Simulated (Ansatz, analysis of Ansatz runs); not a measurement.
# Migration in BaH2 (Pnma): V_H hop (3.0 Å), charge +1, part 2 of 3

How high is the barrier when H changes place in BaH2 (Pnma)? The case: V_H hop (3.0 Å), charge +1, in a cell of 48 host atoms with 1 H taken out.

Ansatz 0.2.0; plane-wave PAW DFT, LDA; nudged elastic band between two relaxed defect structures at fixed charge in a uniform background.

So far: Starting point; Relaxation of the start point, charge +1; Relaxation of the end point, charge +1.

## Step 4: Nudged elastic band, charge +1

3 movable images are laid between the ends on a pair-potential path, which keeps atoms from colliding in the first guess. Each image feels the true force across the path and a spring force along it. The highest image is set to climb to the top of the path.

This step: plane-wave PAW DFT, LDA; nudged elastic band between two relaxed defect structures at fixed charge in a uniform background.

The input, qp1.neb/input.yaml:

```yaml
crystal:
  lattice:
    - [-6.53156156, 4.0733167, 7.63914587]
    - [6.53156156, -4.0733167, 7.63914587]
    - [6.53156156, 4.0733167, -7.63914587]
  atoms:
    - { symbol: Ba, position: [0.31891496, 0.07584667, 0.00615634] }
    - { symbol: Ba, position: [0.31238705, 0.57133752, 0.49866948] }
    - { symbol: Ba, position: [0.81967798, 0.07591586, 0.50694732] }
    - { symbol: Ba, position: [0.82257554, 0.57123433, 0.0087858] }
    - { symbol: Ba, position: [0.1813333, 0.42756147, 0.99627948] }
    - { symbol: Ba, position: [0.17569257, 0.92030664, 0.49450193] }
    - { symbol: Ba, position: [0.68040371, 0.42220529, 0.49177514] }
    - { symbol: Ba, position: [0.68153703, 0.94171651, 1.01012962] }
    - { symbol: Ba, position: [0.17823103, 0.18338247, 0.25269043] }
    - { symbol: Ba, position: [0.18488899, 0.68567554, 0.75706074] }
    - { symbol: Ba, position: [0.68056226, 0.18327624, 0.75503908] }
    - { symbol: Ba, position: [0.67865168, 0.68572682, 0.25078831] }
    - { symbol: Ba, position: [0.31869838, 0.31160951, 0.74293117] }
    - { symbol: Ba, position: [0.31811784, 0.81599406, 0.24775636] }
    - { symbol: Ba, position: [0.82179019, 0.32140802, 0.24958695] }
    - { symbol: Ba, position: [0.82770549, 0.81677867, 0.73899806] }
    - { symbol: H, position: [0.46747604, 0.10771877, 0.88446233] }
    - { symbol: H, position: [0.48150942, 0.6117517, 0.40615546] }
    - { symbol: H, position: [0.97316345, 0.10771748, 0.39024516] }
    - { symbol: H, position: [0.95550809, 0.61170992, 0.88013244] }
    - { symbol: H, position: [0.02852262, 0.39367443, 0.11523801] }
    - { symbol: H, position: [0.02305414, 0.88856006, 0.61547114] }
    - { symbol: H, position: [0.53336871, 0.40271706, 0.6192234] }
    - { symbol: H, position: [0.52888243, 0.8934611, 0.1146088] }
    - { symbol: H, position: [0.03357613, 0.41714428, 0.64080609] }
    - { symbol: H, position: [0.00105308, 0.89921617, 0.11247518] }
    - { symbol: H, position: [0.52637819, 0.41721796, 0.13362541] }
    - { symbol: H, position: [0.53659265, 0.8991655, 0.64798482] }
    - { symbol: H, position: [0.47030008, 0.08570833, 0.36525045] }
    - { symbol: H, position: [0.47804102, 0.58659609, 0.85853245] }
    - { symbol: H, position: [0.97021742, 0.08204798, 0.86186152] }
    - { symbol: H, position: [0.97707658, 0.59081529, 0.36370333] }
    - { symbol: H, position: [0.33602488, 0.12905827, 0.54286053] }
    - { symbol: H, position: [0.33904536, 0.64225316, 0.05327492] }
    - { symbol: H, position: [0.84038856, 0.1452949, 0.0548745] }
    - { symbol: H, position: [0.83961982, 0.63321314, 0.54356931] }
    - { symbol: H, position: [0.16026665, 0.3603457, 0.44863756] }
    - { symbol: H, position: [0.16642821, 0.86109719, 0.95411947] }
    - { symbol: H, position: [0.66173089, 0.36028437, 0.95005588] }
    - { symbol: H, position: [0.65693516, 0.86116727, 0.44463865] }
    - { symbol: H, position: [0.16092274, 0.21216099, 0.80127117] }
    - { symbol: H, position: [0.15856078, 0.70707351, 0.29837366] }
    - { symbol: H, position: [0.66179789, 0.20559976, 0.2937523] }
    - { symbol: H, position: [0.3367951, 0.29088805, 0.20085772] }
    - { symbol: H, position: [0.34898379, 0.7882305, 0.70488905] }
    - { symbol: H, position: [0.83997521, 0.29095117, 0.70414782] }
    - { symbol: H, position: [0.83338877, 0.7881798, 0.18915587] }
total_charge: 1
basis:
  ecutwfc: 420
  xc_grid: 2
hamiltonian:
  xc: lda
kpoints:
  mp_grid: { grid: [1, 1, 1], shift: [0.25, 0.25, 0.25] }
scf:
  occupations: { method: fixed }
  max_iter: 80
output:
  forces: true
neb:
  images: 3
  f_tol: 0.03
  climbing: true
  initial_path: idpp
  max_iterations: 45
  order_check: true
  final_atoms:
    - { symbol: Ba, position: [0.31949007, 0.07703462, 0.00792599] }
    - { symbol: Ba, position: [0.31834523, 0.55715013, 0.48913489] }
[... 1 atom line left out ...]
    - { symbol: Ba, position: [0.82471875, 0.57984309, 0.00547093] }
[... 1 atom line left out ...]
    - { symbol: Ba, position: [0.17752523, 0.92802511, 0.4910392] }
[... 1 atom line left out ...]
    - { symbol: Ba, position: [0.68734724, 0.92803076, 1.00084189] }
[... 1 atom line left out ...]
    - { symbol: Ba, position: [0.17236456, 0.68273631, 0.76072936] }
[... 7 atom lines left out ...]
    - { symbol: H, position: [0.47101412, 0.60538646, 0.38470154] }
[... 5 atom lines left out ...]
    - { symbol: H, position: [0.51872449, 0.88755334, 0.0939623] }
[... 3 atom lines left out ...]
    - { symbol: H, position: [0.52262186, 0.91296551, 0.64075057] }
[... 1 atom line left out ...]
    - { symbol: H, position: [0.46336547, 0.59984347, 0.85159654] }
[... 11 atom lines left out ...]
    - { symbol: H, position: [0.16750179, 0.71159598, 0.31134841] }
[... 2 atom lines left out ...]
    - { symbol: H, position: [0.65060386, 0.71159907, 0.79442031] }
[... 1 atom line left out ...]
    - { symbol: H, position: [0.84144851, 0.79296821, 0.2018621] }
```

On the command line:

```
$ ansatz run input.yaml --threads 4 --pin off --max-ram 7536MiB --backend cpu --events-out ev --progress --plain --runs-dir out
```

Numbers of over 12 decimals in the logs are rounded to 6 here.

Log:

```text
[...]
Warning: neb: disabling space-group detection — the band's intermediate images generally break the endpoint symmetry, so the full k-mesh is solved, and no spatial operation symmetrises the density, except that a semilocal band can use its path's symmetry [...]
[...]
parallel-image band execution: 3 concurrent image workers
NEB image 0
Crystal: 47 atoms, lattice volume = 812.962 Å³
Basis set: ecut = 420 eV, 15881 PW (Γ), exchange–correlation on 150×150×150 points (8 copies of the dense FFT grid, shifted against one another)
Bands: 142, of which v1, the nominal top of the filled ones, is band 95 counted from 1 (94 counted from 0)
Symmetry: 1 space group operations
k-points: 1
[...]
SCF iter   1: F=—  HF=-92990.766872 eV  |F-HF|=—  |Δ(HF+E_count)|=         —  Δρ=1.10e-2  dr2=1.09e0  ethr=1.77e-3  ⟨swp⟩=8.0  Hψ=666  notcnv=0  defer=44
[...]
SCF iter   7: F=-92990.347364 eV  HF=-92990.347364 eV  |F-HF|=4.38e-9  |Δ(HF+E_count)|=   9.54e-8  Δρ=1.52e-6  dr2=2.98e-8  ethr=5.26e-11  ⟨swp⟩=4.0  Hψ=431  notcnv=0
SCF 1 converged in 7 iterations: F = -92990.347364 eV  dr2 = 2.98e-8
[...]
NSCF: frozen V_eff on 1 k-points
NEB image 4
SCF iter   1: F=—  HF=-92990.767383 eV  |F-HF|=—  |Δ(HF+E_count)|=         —  Δρ=1.10e-2  dr2=1.10e0  ethr=1.77e-3  ⟨swp⟩=8.0  Hψ=666  notcnv=0  defer=44
[...]
SCF iter   7: F=-92990.347767 eV  HF=-92990.347767 eV  |F-HF|=4.60e-9  |Δ(HF+E_count)|=   9.30e-8  Δρ=1.53e-6  dr2=3.01e-8  ethr=5.26e-11  ⟨swp⟩=4.0  Hψ=431  notcnv=0
SCF 2 converged in 7 iterations: F = -92990.347767 eV  dr2 = 3.01e-8
[...]
NEB end point (image 0): max|allowed force component| = 1.223e-2 eV/Å (the criterion of neb.relax_end_points is 1.000e-2)
NEB end point (image 4): max|allowed force component| = 7.789e-3 eV/Å (the criterion of neb.relax_end_points is 1.000e-2)
NEB image 1
SCF iter   1: F=—  HF=-92990.376993 eV  |F-HF|=—  |Δ(HF+E_count)|=         —  Δρ=1.10e-2  dr2=1.09e0  ethr=1.77e-3  ⟨swp⟩=7.0  Hψ=605  notcnv=0  defer=44
[...]
SCF iter   7: F=-92989.956680 eV  HF=-92989.956680 eV  |F-HF|=6.94e-9  |Δ(HF+E_count)|=   7.91e-8  Δρ=1.27e-6  dr2=2.73e-8  ethr=5.26e-11  ⟨swp⟩=4.0  Hψ=431  notcnv=0
SCF 3 converged in 7 iterations: F = -92989.956680 eV  dr2 = 2.73e-8
NEB image 2
SCF iter   1: F=—  HF=-92989.995790 eV  |F-HF|=—  |Δ(HF+E_count)|=         —  Δρ=1.10e-2  dr2=1.09e0  ethr=1.77e-3  ⟨swp⟩=7.0  Hψ=455  notcnv=0  defer=44
[...]
SCF iter   7: F=-92989.576920 eV  HF=-92989.576920 eV  |F-HF|=2.26e-9  |Δ(HF+E_count)|=   3.80e-8  Δρ=9.57e-7  dr2=1.25e-8  ethr=5.26e-11  ⟨swp⟩=4.0  Hψ=431  notcnv=0
SCF 4 converged in 7 iterations: F = -92989.576920 eV  dr2 = 1.25e-8
NEB image 3
SCF iter   1: F=—  HF=-92990.356992 eV  |F-HF|=—  |Δ(HF+E_count)|=         —  Δρ=1.10e-2  dr2=1.10e0  ethr=1.77e-3  ⟨swp⟩=6.0  Hψ=601  notcnv=0  defer=44
[...]
SCF iter   7: F=-92989.936508 eV  HF=-92989.936508 eV  |F-HF|=5.50e-9  |Δ(HF+E_count)|=   7.91e-8  Δρ=1.25e-6  dr2=2.52e-8  ethr=5.26e-11  ⟨swp⟩=5.0  Hψ=432  notcnv=0
SCF 5 converged in 7 iterations: F = -92989.936508 eV  dr2 = 2.52e-8
NEB iter   1: max|band force component| = 5.199e-1 eV/Å  barrier→ = 0.7704 eV  barrier← = 0.7708 eV  Δτ_max = 0.1986 Å  (35 SCF iters)
NEB image 1
[...]
SCF iter   7: F=-92989.840852 eV  HF=-92989.840852 eV  |F-HF|=3.48e-9  |Δ(HF+E_count)|=   6.13e-8  Δρ=9.01e-7  dr2=1.34e-8  ethr=5.26e-11  ⟨swp⟩=5.0  Hψ=432  notcnv=0
SCF 6 converged in 7 iterations: F = -92989.840852 eV  dr2 = 1.34e-8
NEB image 2
[...]
SCF iter   7: F=-92989.451572 eV  HF=-92989.451572 eV  |F-HF|=1.78e-9  |Δ(HF+E_count)|=   3.26e-9  Δρ=8.49e-7  dr2=1.01e-8  ethr=5.26e-11  ⟨swp⟩=5.0  Hψ=432  notcnv=0
SCF 7 converged in 7 iterations: F = -92989.451572 eV  dr2 = 1.01e-8
NEB image 3
[...]
SCF iter   7: F=-92989.829451 eV  HF=-92989.829451 eV  |F-HF|=3.78e-10  |Δ(HF+E_count)|=   1.81e-8  Δρ=8.91e-7  dr2=1.23e-8  ethr=5.26e-11  ⟨swp⟩=4.0  Hψ=431  notcnv=0
SCF 8 converged in 7 iterations: F = -92989.829451 eV  dr2 = 1.23e-8
NEB iter   2: max|band force component| = 9.423e-1 eV/Å  barrier→ = 0.8958 eV  barrier← = 0.8962 eV  Δτ_max = 0.1000 Å  (21 SCF iters)
NEB image 1
[...]
SCF iter   6: F=-92990.137702 eV  HF=-92990.137702 eV  |F-HF|=2.94e-9  |Δ(HF+E_count)|=   4.42e-8  Δρ=1.67e-6  dr2=2.95e-8  ethr=5.26e-11  ⟨swp⟩=5.0  Hψ=441  notcnv=0
SCF 9 converged in 6 iterations: F = -92990.137702 eV  dr2 = 2.95e-8
NEB image 2
[...]
SCF iter   6: F=-92989.818367 eV  HF=-92989.818367 eV  |F-HF|=5.33e-8  |Δ(HF+E_count)|=   3.02e-7  Δρ=2.25e-6  dr2=8.67e-8  ethr=5.26e-11  ⟨swp⟩=5.0  Hψ=441  notcnv=0
SCF 10 converged in 6 iterations: F = -92989.818367 eV  dr2 = 8.67e-8
NEB image 3
[...]
SCF iter   6: F=-92990.126302 eV  HF=-92990.126302 eV  |F-HF|=2.42e-8  |Δ(HF+E_count)|=   2.68e-7  Δρ=1.89e-6  dr2=6.31e-8  ethr=5.26e-11  ⟨swp⟩=5.0  Hψ=437  notcnv=0
SCF 11 converged in 6 iterations: F = -92990.126302 eV  dr2 = 6.31e-8
NEB iter   3: max|band force component| = 3.047e-1 eV/Å  barrier→ = 0.5290 eV  barrier← = 0.5294 eV  CI = image 2  Δτ_max = 0.0488 Å  (18 SCF iters)
[...]
NEB iter   4: max|band force component| = 1.379e-1 eV/Å  barrier→ = 0.5006 eV  barrier← = 0.5010 eV  CI = image 2  Δτ_max = 0.0766 Å  (16 SCF iters)
[...]
NEB iter   5: max|band force component| = 6.782e-2 eV/Å  barrier→ = 0.4815 eV  barrier← = 0.4819 eV  CI = image 2  Δτ_max = 0.0406 Å  (18 SCF iters)
[...]
NEB iter   6: max|band force component| = 3.253e-2 eV/Å  barrier→ = 0.4763 eV  barrier← = 0.4767 eV  CI = image 2  Δτ_max = 0.0354 Å  (16 SCF iters)
[...]
NEB iter   7: max|band force component| = 2.907e-2 eV/Å  barrier→ = 0.4731 eV  barrier← = 0.4735 eV  CI = image 2  Δτ_max = 0.0254 Å  (15 SCF iters)
[...]
NEB iter   8: max|band force component| = 3.214e-2 eV/Å  barrier→ = 0.4712 eV  barrier← = 0.4716 eV  CI = image 2  Δτ_max = 0.0234 Å  (5 SCF iters)
NEB image 1
[...]
SCF iter   5: F=-92990.176552 eV  HF=-92990.176552 eV  |F-HF|=1.61e-8  |Δ(HF+E_count)|=   4.86e-8  Δρ=1.24e-6  dr2=2.63e-8  ethr=5.26e-11  ⟨swp⟩=4.0  Hψ=431  notcnv=0
SCF 25 converged in 5 iterations: F = -92990.176552 eV  dr2 = 2.63e-8
NEB image 2
[...]
SCF iter   7: F=-92989.876657 eV  HF=-92989.876657 eV  |F-HF|=1.02e-10  |Δ(HF+E_count)|=  4.95e-10  Δρ=1.07e-7  dr2=1.74e-10  ethr=1.00e-12  ⟨swp⟩=4.0  Hψ=431  notcnv=0
SCF 50 converged in 7 iterations: F = -92989.876657 eV  dr2 = 1.74e-10
NEB point between images 0 and 1
[...]
SCF iter   7: F=-92990.297633 eV  HF=-92990.297633 eV  |F-HF|=2.49e-9  |Δ(HF+E_count)|=   3.29e-8  Δρ=7.24e-7  dr2=1.10e-8  ethr=5.26e-11  ⟨swp⟩=4.0  Hψ=430  notcnv=0
SCF 51 converged in 7 iterations: F = -92990.297633 eV  dr2 = 1.10e-8
NEB point between images 1 and 2
[...]
SCF iter   7: F=-92989.973759 eV  HF=-92989.973759 eV  |F-HF|=5.68e-10  |Δ(HF+E_count)|=   5.87e-8  Δρ=8.74e-7  dr2=1.11e-8  ethr=5.26e-11  ⟨swp⟩=4.0  Hψ=431  notcnv=0
SCF 52 converged in 7 iterations: F = -92989.973759 eV  dr2 = 1.11e-8
NEB point between images 2 and 3
[...]
SCF iter   7: F=-92989.972354 eV  HF=-92989.972354 eV  |F-HF|=1.36e-8  |Δ(HF+E_count)|=   6.15e-8  Δρ=1.28e-6  dr2=3.05e-8  ethr=5.26e-11  ⟨swp⟩=4.0  Hψ=431  notcnv=0
SCF 53 converged in 7 iterations: F = -92989.972354 eV  dr2 = 3.05e-8
NEB point between images 3 and 4
[...]
SCF iter   7: F=-92990.296082 eV  HF=-92990.296082 eV  |F-HF|=2.75e-9  |Δ(HF+E_count)|=   3.36e-8  Δρ=7.33e-7  dr2=1.13e-8  ethr=5.26e-11  ⟨swp⟩=4.0  Hψ=430  notcnv=0
SCF 54 converged in 7 iterations: F = -92990.296082 eV  dr2 = 1.13e-8
NEB point between images 1 and 2
[...]
SCF iter   6: F=-92990.075714 eV  HF=-92990.075714 eV  |F-HF|=9.39e-9  |Δ(HF+E_count)|=   2.00e-7  Δρ=2.11e-6  dr2=6.78e-8  ethr=5.26e-11  ⟨swp⟩=4.0  Hψ=521  notcnv=0
SCF 55 converged in 6 iterations: F = -92990.075714 eV  dr2 = 6.78e-8
NEB point between images 1 and 2
[...]
SCF iter   7: F=-92989.901554 eV  HF=-92989.901554 eV  |F-HF|=6.07e-9  |Δ(HF+E_count)|=   6.96e-8  Δρ=1.25e-6  dr2=2.22e-8  ethr=5.26e-11  ⟨swp⟩=5.0  Hψ=436  notcnv=0
SCF 56 converged in 7 iterations: F = -92989.901554 eV  dr2 = 2.22e-8
NEB point between images 2 and 3
[...]
SCF iter   6: F=-92989.901179 eV  HF=-92989.901179 eV  |F-HF|=2.71e-9  |Δ(HF+E_count)|=   2.12e-7  Δρ=2.29e-6  dr2=7.05e-8  ethr=5.26e-11  ⟨swp⟩=4.0  Hψ=520  notcnv=0
SCF 57 converged in 6 iterations: F = -92989.901179 eV  dr2 = 7.05e-8
NEB point between images 2 and 3
[...]
SCF iter   7: F=-92990.073195 eV  HF=-92990.073195 eV  |F-HF|=9.59e-9  |Δ(HF+E_count)|=   3.81e-8  Δρ=2.10e-6  dr2=6.39e-8  ethr=5.26e-11  ⟨swp⟩=5.0  Hψ=526  notcnv=0
SCF 58 converged in 7 iterations: F = -92990.073195 eV  dr2 = 6.39e-8
NEB iter   9: max|band force component| = 1.286e-2 eV/Å  barrier→ = 0.4707 eV  barrier← = 0.4711 eV  CI = image 2  Δτ_max = 0.0000 Å  (225 SCF iters)
SCF converged after 5 iterations
Free energy (F): -92989.876647 eV
[...]
Internal energy: -92989.876647 eV  (E = F + TS)
E sigma→0 (E₀):  -92989.876647 eV
Fermi energy:    5.156461 eV
[...]
--- Forces (eV/Å), atoms counted from 1 ---
  atom   1  Ba     0.00624473    -0.00868607    -0.00550777
  atom   2  Ba     0.00207601    -0.00116231     0.00426049
  [... 3 atoms left out ...]
  atom   6  Ba     0.00370014     0.00116450     0.00353033
  [... 1 atom left out ...]
  atom   8  Ba     0.00093768     0.00181141    -0.00170710
  [... 1 atom left out ...]
  atom  10  Ba    -0.00260604     0.00263719    -0.00194592
  [... 7 atoms left out ...]
  atom  18  H      0.00090463    -0.00118498    -0.00018992
  [... 9 atoms left out ...]
  atom  28  H     -0.00252120    -0.00187434     0.00413291
  [... 1 atom left out ...]
  atom  30  H      0.00540816     0.00452055    -0.00384170
  [... 11 atoms left out ...]
  atom  42  H      0.00008861    -0.00051389    -0.00231375
  [... 2 atoms left out ...]
  atom  45  H     -0.00207084    -0.00124692    -0.00080567
  [... 1 atom left out ...]
  atom  47  H     -0.00042137     0.00078474     0.00195392
  max |Σ_I F_I| component: 7.26e-6 eV/Å
--- Band table (eV) ---
[...]
this run last wrote the band of iteration 9 to <dir>; this run last wrote the band within `neb.f_tol` of iteration 7 to <dir>
--- NEB band (5 images, 9 band iterations, 369 SCF iterations) ---
  forward barrier  = 0.470717 eV
  backward barrier = 0.471120 eV
  climbing image's point = a first-order saddle point (lowest curvatures found: -0.97 and 0.00 eV/Å²)
  energies are F+E_penalty+E_count in eV, relative to image 0
  image     s (Å)  Δ vs image 0  max|band force component| (eV/Å)
      0    0.0000      0.000000                                 —
      1    0.9617      0.170812                          1.284e-2
  *   2    1.9235      0.470717                          8.685e-3
      3    2.8763      0.173550                          1.286e-2
      4    3.8290     -0.000403                                 —
  saddle-point geometry (image 2):
  cell:  # Å, volume = 812.9615 Å³
    - [-6.53156156, 4.0733167, 7.63914587]
    - [6.53156156, -4.0733167, 7.63914587]
    - [6.53156156, 4.0733167, -7.63914587]
  atoms:
    - { symbol: Ba, position: [0.317349, 0.081367, 0.011351] }
    - { symbol: Ba, position: [0.302732, 0.537356, 0.462025] }
    - { symbol: Ba, position: [0.825242, 0.067098, 0.508774] }
    - { symbol: Ba, position: [0.808173, 0.588005, 0.001320] }
    - { symbol: Ba, position: [0.174802, 0.432056, 0.991570] }
    - { symbol: Ba, position: [0.193372, 0.911229, 0.499027] }
    - { symbol: Ba, position: [0.682699, 0.417811, 0.488117] }
    - { symbol: Ba, position: [0.697995, 0.962174, 1.039840] }
    - { symbol: Ba, position: [0.172122, 0.168766, 0.247104] }
    - { symbol: Ba, position: [0.192244, 0.688076, 0.759987] }
    - { symbol: Ba, position: [0.684044, 0.193236, 0.755191] }
    - { symbol: Ba, position: [0.678178, 0.680255, 0.254171] }
    - { symbol: Ba, position: [0.315664, 0.306334, 0.744503] }
    - { symbol: Ba, position: [0.321941, 0.818577, 0.244699] }
    - { symbol: Ba, position: [0.827650, 0.330210, 0.252029] }
    - { symbol: Ba, position: [0.806067, 0.811239, 0.739132] }
    - { symbol: H, position: [0.458618, 0.101743, 0.881391] }
    - { symbol: H, position: [0.482311, 0.606722, 0.390955] }
    - { symbol: H, position: [0.996239, 0.103353, 0.411110] }
    - { symbol: H, position: [0.943880, 0.609028, 0.871854] }
    - { symbol: H, position: [0.004280, 0.395914, 0.089859] }
    - { symbol: H, position: [0.057089, 0.890474, 0.627916] }
    - { symbol: H, position: [0.542572, 0.397973, 0.619100] }
    - { symbol: H, position: [0.517350, 0.891823, 0.109282] }
    - { symbol: H, position: [0.034367, 0.423324, 0.640443] }
    - { symbol: H, position: [0.005334, 0.897992, 0.124134] }
    - { symbol: H, position: [0.527035, 0.411051, 0.137007] }
    - { symbol: H, position: [0.538544, 0.930505, 0.635264] }
    - { symbol: H, position: [0.472939, 0.088115, 0.362406] }
    - { symbol: H, position: [0.460097, 0.569459, 0.860412] }
    - { symbol: H, position: [0.965127, 0.076123, 0.858726] }
    - { symbol: H, position: [0.994585, 0.601057, 0.375870] }
    - { symbol: H, position: [0.337965, 0.127979, 0.546223] }
    - { symbol: H, position: [0.337583, 0.643800, 0.049054] }
    - { symbol: H, position: [0.842402, 0.154517, 0.057022] }
    - { symbol: H, position: [0.847718, 0.636439, 0.555092] }
    - { symbol: H, position: [0.157104, 0.343891, 0.442040] }
    - { symbol: H, position: [0.150936, 0.863176, 0.943799] }
    - { symbol: H, position: [0.661819, 0.372049, 0.953706] }
    - { symbol: H, position: [0.662684, 0.854473, 0.450078] }
    - { symbol: H, position: [0.157651, 0.215920, 0.807734] }
    - { symbol: H, position: [0.162304, 0.696497, 0.289741] }
    - { symbol: H, position: [0.670607, 0.192945, 0.284995] }
    - { symbol: H, position: [0.329671, 0.305477, 0.214236] }
    - { symbol: H, position: [0.500097, 0.751185, 0.748746] }
    - { symbol: H, position: [0.842299, 0.283519, 0.692221] }
    - { symbol: H, position: [0.838834, 0.802225, 0.210243] }
```

Run time: 2.7 min. Hardware: 4 threads of Intel Xeon 6975P-C (Granite Rapids), shared host; peak memory 2.2 GiB; 7.5 min of CPU time.

Reading the cycles: dr2 is the Hartree energy of the density residual (eV), the measure of convergence; HF is the Harris–Foulkes estimate of the energy, which meets the free energy F at convergence.

Images along the path:

```csv
image,path (Å),energy (eV),"H45: x, y, z (Å)"
0,0.000,0.0000,"7.473, 1.082, 3.303"
1,0.962,0.1708,"7.069, 1.423, 3.489"
2,1.924,0.4707,"6.530, 2.027, 3.839"
3,2.876,0.1736,"5.996, 2.645, 4.151"
4,3.829,-0.0004,"5.587, 2.987, 4.337"
```

Read from the output:

* free energy: -92989.8766 eV
* barrier forward: 0.4707 eV
* barrier backward: 0.4711 eV
* end less start: -4.03e-4 eV
* hop length: 2.874 Å

Track of the atom that was set to move:

```csv
image,x (Å),y (Å),z (Å),nearest neighbour,distance (Å)
0,7.473,1.082,3.303,Ba,2.543
1,7.069,1.423,3.489,Ba,2.488
2,6.53,2.027,3.839,Ba,2.457
3,5.996,2.645,4.151,Ba,2.486
4,5.587,2.987,4.337,Ba,2.544
```

The band met its tolerance of 0.03 eV/Å after 9 iterations, with image 2 on top (the start counts as 0). H45, which moves farthest between the ends, has 4 Ba at 2.54 Å and 2 H at 2.85 Å nearest at the start and 2 Ba at 2.46 Å and 2 H at 2.74 Å at the top.

(Continued in part 3 of 3.)

[Logs are printed without paths, hosts, clocks, repeated set-up lines and the standing remarks that a program may print on its own settings, such as how far it seeks lower states.]

[Hosts, paths, dates, database ids (printed as entryN), source tags and the programs' standing remarks are cut or masked in the printed files.]
